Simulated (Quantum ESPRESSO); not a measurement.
**MnCO3 (Rhodochrosite): parallel and opposed starts**

Wanted: the moments of MnCO3 (Rhodochrosite) and the energy of each order that was tried.

Calculated with Quantum ESPRESSO 7.5; PBEsol; plane waves with GBRV 1.5 PBEsol potentials, no spin-orbit coupling.

## Step 1: Starting point

Symmetry: R-3c, No. 167, trigonal system. Conventional cell: a = 4.773 Å, b = 4.773 Å, c = 15.642 Å, α = 90.00°, β = 90.00°, γ = 120.00°. Nearest to Mn lie 6 O at 2.19 Å. Nearest to C lie 3 O at 1.29 Å. Nearest to O lie 1 C at 1.29 Å and 2 Mn at 2.19 Å. Farther neighbours and most contacts between anions are not listed.

Coordinates:

```cif
data_structure
_symmetry_space_group_name_H-M 'P 1'
_symmetry_Int_Tables_number 1
_cell_length_a 5.8974
_cell_length_b 5.8974
_cell_length_c 5.8974
_cell_angle_alpha 47.741
_cell_angle_beta 47.741
_cell_angle_gamma 47.741
_cell_volume 102.87
loop_
_atom_site_label
_atom_site_type_symbol
_atom_site_fract_x
_atom_site_fract_y
_atom_site_fract_z
_atom_site_occupancy
Mn1 Mn 0.00000 0.00000 0.00000 1
Mn2 Mn 0.50000 0.50000 0.50000 1
C3 C 0.25000 0.25000 0.25000 1
C4 C 0.75000 0.75000 0.75000 1
O5 O 0.51950 0.98050 0.25000 1
O6 O 0.25000 0.51950 0.98050 1
O7 O 0.98050 0.25000 0.51950 1
O8 O 0.48050 0.01950 0.75000 1
O9 O 0.75000 0.48050 0.01950 1
O10 O 0.01950 0.75000 0.48050 1
```

The cell comes from the Crystallography Open Database.

## Step 2: Start 1: ferro ++

The signs are those of the starting moments on the seeded atoms, the atoms that are given a moment.

pw.in reads:

```
&CONTROL
  calculation = 'scf'
  prefix = 'pwscf'
  outdir = './tmp'
  pseudo_dir = './pseudo'
  disk_io = 'nowf'
/
&SYSTEM
  ibrav = 0
  celldm(1) = 8
  nat = 10
  ntyp = 3
  ecutwfc = 40
  ecutrho = 280
  nbnd = 55
  occupations = 'smearing'
  smearing = 'fd'
  degauss = 0.00367493
  nspin = 2
  starting_magnetization(1) = 0.3
  starting_magnetization(2) = 0
  starting_magnetization(3) = 0
/
&ELECTRONS
  conv_thr = 2d-08
  electron_maxstep = 150
  mixing_beta = 0.3
/
ATOMIC_SPECIES
Mn     54.9380 mn_pbesol_v1.5.uspp.F.UPF
C      12.0110 c_pbesol_v1.2.uspp.F.UPF
O      15.9990 o_pbesol_v1.2.uspp.F.UPF
CELL_PARAMETERS alat
   0.5637289245524    0.3254690463354    1.2316290017248
  -0.5637289245524    0.3254690463354    1.2316290017248
   0.0000000000000   -0.6509380926707    1.2316290017248
ATOMIC_POSITIONS crystal
Mn      0.0000000000    0.0000000000    0.0000000000
Mn      0.5000000000    0.5000000000    0.5000000000
C       0.2500000000    0.2500000000    0.2500000000
C       0.7500000000    0.7500000000    0.7500000000
O       0.5195000000    0.9805000000    0.2500000000
O       0.2500000000    0.5195000000    0.9805000000
O       0.9805000000    0.2500000000    0.5195000000
O       0.4805000000    0.0195000000    0.7500000000
O       0.7500000000    0.4805000000    0.0195000000
O       0.0195000000    0.7500000000    0.4805000000
K_POINTS automatic
6 6 6 0 0 0
```

Launch:

```console
> OMP_NUM_THREADS=1 mpirun -n 4 pw.x -nk 4 -in pw.in > pw.out
```

The program printed:

```text
Program PWSCF v.7.5 starts

     Message from routine setup:
     using ibrav=0 with symmetry is DISCOURAGED, use correct ibrav instead

     K-points division:     npool     =       4
     Subspace diagonalization in iterative solution of the eigenvalue problem:

     G-vector sticks info
     --------------------
     sticks:   dense  smooth     PW     G-vecs:    dense   smooth      PW
     Sum        2051    1175    361                54851    23739    4023

     Using Slab Decomposition

     bravais-lattice index     =            0
     lattice parameter (alat)  =       8.0000  a.u.
     unit-cell volume          =     694.1944 (a.u.)^3
     number of atoms/cell      =           10
     number of atomic types    =            3
     number of electrons       =        74.00
     number of Kohn-Sham states=           55
     kinetic-energy cutoff     =      40.0000  Ry
     charge density cutoff     =     280.0000  Ry
     scf convergence threshold =      2.0E-08
     mixing beta               =       0.3000
     number of iterations used =            8  plain     mixing
     Exchange-correlation= SLA  PW   PSX  PSC
                           (   1   4  10   8   0   0   0)

     celldm(1)=   8.000000  celldm(2)=   0.000000  celldm(3)=   0.000000
     celldm(4)=   0.000000  celldm(5)=   0.000000  celldm(6)=   0.000000

     crystal axes: (cart. coord. in units of alat)
               a(1) = (   0.563729   0.325469   1.231629 )
               a(2) = (  -0.563729   0.325469   1.231629 )
               a(3) = (   0.000000  -0.650938   1.231629 )

     reciprocal axes: (cart. coord. in units 2 pi/alat)
               b(1) = (  0.886951  0.512081  0.270644 )
               b(2) = ( -0.886951  0.512081  0.270644 )
               b(3) = (  0.000000 -1.024163  0.270644 )

     PseudoPot. # 1 for Mn read from file:
     mn_pbesol_v1.5.uspp.F.UPF
     Pseudo is Ultrasoft + core correction, Zval = 15.0
     Generated by new atomic code, or converted to UPF format
     Using radial grid of  859 points,  6 beta functions with:
                l(1) =   0
                l(2) =   0
                l(3) =   1
                l(4) =   1
                l(5) =   2
                l(6) =   2
     Q(r) pseudized with  8 coefficients,  rinner =    0.950   0.950   0.950
                                                       0.950   0.950

     PseudoPot. # 2 for C  read from file:
     c_pbesol_v1.2.uspp.F.UPF
     Pseudo is Ultrasoft + core correction, Zval =  4.0
     Generated by new atomic code, or converted to UPF format
     Using radial grid of  721 points,  4 beta functions with:
                l(1) =   0
                l(2) =   0
                l(3) =   1
                l(4) =   1
     Q(r) pseudized with  8 coefficients,  rinner =    1.100   1.100   1.100

     PseudoPot. # 3 for O  read from file:
     o_pbesol_v1.2.uspp.F.UPF
     Pseudo is Ultrasoft + core correction, Zval =  6.0
     Generated by new atomic code, or converted to UPF format
     Using radial grid of  737 points,  5 beta functions with:
                l(1) =   0
                l(2) =   0
                l(3) =   1
                l(4) =   1
                l(5) =   2
     Q(r) pseudized with  8 coefficients,  rinner =    0.900   0.900   0.900
                                                       0.900   0.900

     atomic species   valence    mass     pseudopotential
     Mn               15.00    54.93800     Mn( 1.00)
     C                 4.00    12.01100     C ( 1.00)
     O                 6.00    15.99900     O ( 1.00)

     Starting magnetic structure
     atomic species   magnetization
     Mn              0.300
     C               0.000
     O               0.000

     12 Sym. Ops., with inversion, found ( 6 have fractional translation)

   Cartesian axes

     site n.     atom                  positions (alat units)
         1        Mn     tau(   1) = (   0.0000000   0.0000000   0.0000000  )
         2        Mn     tau(   2) = (   0.0000000   0.0000000   1.8474435  )
         3        C      tau(   3) = (   0.0000000   0.0000000   0.9237218  )
         4        C      tau(   4) = (   0.0000000   0.0000000   2.7711653  )
         5        O      tau(   5) = (  -0.2598790   0.3254690   2.1553508  )
         6        O      tau(   6) = (  -0.1519249  -0.3877964   2.1553508  )
         7        O      tau(   7) = (   0.4118040   0.0623273   2.1553508  )
         8        O      tau(   8) = (   0.2598790  -0.3254690   1.5395363  )
         9        O      tau(   9) = (   0.1519249   0.3877964   1.5395363  )
        10        O      tau(  10) = (  -0.4118040  -0.0623273   1.5395363  )

     number of k points=    32  Fermi-Dirac smearing, width (Ry)=  0.0037
                       cart. coord. in units 2pi/alat
        k(    1) = (   0.0000000   0.0000000   0.0000000), wk =   0.0046296
        k(    2) = (   0.0000000  -0.1706938   0.0451074), wk =   0.0277778
        k(    3) = (   0.0000000  -0.3413876   0.0902148), wk =   0.0277778
        k(    4) = (   0.0000000   0.5120815  -0.1353221), wk =   0.0138889
        k(    5) = (  -0.1478252  -0.0853469   0.0902148), wk =   0.0277778
        [... 27 further k-points ...]

     Dense  grid:    54851 G-vectors     FFT dimensions: (  60,  60,  60)

     Smooth grid:    23739 G-vectors     FFT dimensions: (  48,  48,  48)

     Check: negative core charge=   -0.000031
     Generating pointlists ...
     new r_m :   0.2137 (alat units)  1.7092 (a.u.) for type    1
     new r_m :   0.1253 (alat units)  1.0027 (a.u.) for type    2
     new r_m :   0.1253 (alat units)  1.0027 (a.u.) for type    3

     Initial potential from superposition of free atoms

     starting charge      72.9998, renormalised to      74.0000
     Starting wfcs are   58 randomized atomic wfcs

     Self-consistent Calculation

     iteration #  1     ecut=    40.00 Ry     beta= 0.30
     Davidson diagonalization with overlap
     ethr =  1.00E-02,  avg # of iterations =  5.4

     total energy              =    -638.46762549 Ry
     estimated scf accuracy    <       1.17400194 Ry

     total magnetization       =    10.00 Bohr mag/cell
     absolute magnetization    =    10.00 Bohr mag/cell

     iteration #  2     ecut=    40.00 Ry     beta= 0.30
     Davidson diagonalization with overlap
     ethr =  1.59E-03,  avg # of iterations =  2.0

     total energy              =    -638.63626444 Ry
     estimated scf accuracy    <       0.09231289 Ry

     total magnetization       =    10.00 Bohr mag/cell
     absolute magnetization    =    10.00 Bohr mag/cell

     iteration #  3     ecut=    40.00 Ry     beta= 0.30
     Davidson diagonalization with overlap
     ethr =  1.25E-04,  avg # of iterations =  7.1

     negative rho (up, down):  0.000E+00 5.228E-04

     total energy              =    -638.64785374 Ry
     estimated scf accuracy    <       0.03345844 Ry

     total magnetization       =    10.00 Bohr mag/cell
     absolute magnetization    =    10.00 Bohr mag/cell

     [... further iterations left out ...]

     iteration #  8     ecut=    40.00 Ry     beta= 0.30
     Davidson diagonalization with overlap
     ethr =  1.84E-08,  avg # of iterations =  1.5

     negative rho (up, down):  0.000E+00 7.474E-04

     total energy              =    -638.65035947 Ry
     estimated scf accuracy    <       0.00000167 Ry

     total magnetization       =    10.00 Bohr mag/cell
     absolute magnetization    =    10.00 Bohr mag/cell

     iteration #  9     ecut=    40.00 Ry     beta= 0.30
     Davidson diagonalization with overlap
     ethr =  2.25E-09,  avg # of iterations =  2.5

     negative rho (up, down):  0.000E+00 7.469E-04

     total energy              =    -638.65036029 Ry
     estimated scf accuracy    <       0.00000063 Ry

     total magnetization       =    10.00 Bohr mag/cell
     absolute magnetization    =    10.00 Bohr mag/cell

     iteration # 10     ecut=    40.00 Ry     beta= 0.30
     Davidson diagonalization with overlap
     ethr =  8.52E-10,  avg # of iterations =  2.0

     negative rho (up, down):  0.000E+00 7.467E-04

     total energy              =    -638.65036059 Ry
     estimated scf accuracy    <       0.00000003 Ry

     total magnetization       =    10.00 Bohr mag/cell
     absolute magnetization    =    10.00 Bohr mag/cell

     iteration # 11     ecut=    40.00 Ry     beta= 0.30
     Davidson diagonalization with overlap
     ethr =  3.65E-11,  avg # of iterations =  2.0

     negative rho (up, down):  0.000E+00 7.463E-04

     Magnetic moment per site  (integrated on atomic sphere of radius R)
     atom   1 (R=0.214)  charge= 12.5032  magn=  4.1991
     atom   2 (R=0.214)  charge= 12.5032  magn=  4.1991
     atom   3 (R=0.125)  charge=  1.3017  magn=  0.0210
     atom   4 (R=0.125)  charge=  1.3017  magn=  0.0210
     atom   5 (R=0.125)  charge=  3.2982  magn=  0.0455
     atom   6 (R=0.125)  charge=  3.2982  magn=  0.0455
     atom   7 (R=0.125)  charge=  3.2982  magn=  0.0455
     atom   8 (R=0.125)  charge=  3.2982  magn=  0.0455
     atom   9 (R=0.125)  charge=  3.2982  magn=  0.0455
     atom  10 (R=0.125)  charge=  3.2982  magn=  0.0455

     End of self-consistent calculation

     [... lines left out ...]
     the Fermi energy is     9.2167 ev

!    total energy              =    -638.65036073 Ry
     estimated scf accuracy    <          3.0E-09 Ry
     smearing contrib. (-TS)   =      -0.00000000 Ry
     internal energy E=F+TS    =    -638.65036073 Ry

     The total energy is F=E-TS. E is the sum of the following terms:
     one-electron contribution =    -328.61470561 Ry
     hartree contribution      =     199.28480295 Ry
     xc contribution           =    -103.61611272 Ry
     ewald contribution        =    -405.70434535 Ry

     total magnetization       =    10.00 Bohr mag/cell
     absolute magnetization    =    10.00 Bohr mag/cell

     convergence has been achieved in  11 iterations

=------------------------------------------------------------------------------=
   JOB DONE.
=------------------------------------------------------------------------------=
```

Run time: 70 s. Hardware: 4 MPI ranks of Arm Neoverse V2, shared host; peak memory 0.72 GiB; 4.7 min of CPU time.

Spin moment in the atom's sphere by atom:

| atom | spin moment in the atom's sphere (μB) |
| --- | --- |
| Mn1 | 4.20 |
| Mn2 | 4.20 |
| C3 | 0.02 |
| C4 | 0.02 |
| O5 | 0.05 |
| O6 | 0.05 |
| O7 | 0.05 |
| O8 | 0.05 |
| O9 | 0.05 |
| O10 | 0.05 |

This step gave:

```
smearing term TS       : 3.61e-9 eV
magnetization          : 10 μB
absolute magnetization : 10 μB
final state            : ferromagnetic
```

[end of part 1 of 2]

[Logs and program files are shortened in this print: banners, set-up blocks, solver, clock and traceback lines can be left out without a mark of their own.]

[Logs are printed without paths, hosts, clocks, repeated set-up lines and the standing remarks that a program may print on its own settings, such as how far it seeks lower states.]

[Hosts, paths, dates, database ids (printed as entryN), source tags and the programs' standing remarks are cut or masked in the printed files.]

[Where a cell is said to come from a database of computed structures, the database is the Materials Project.]
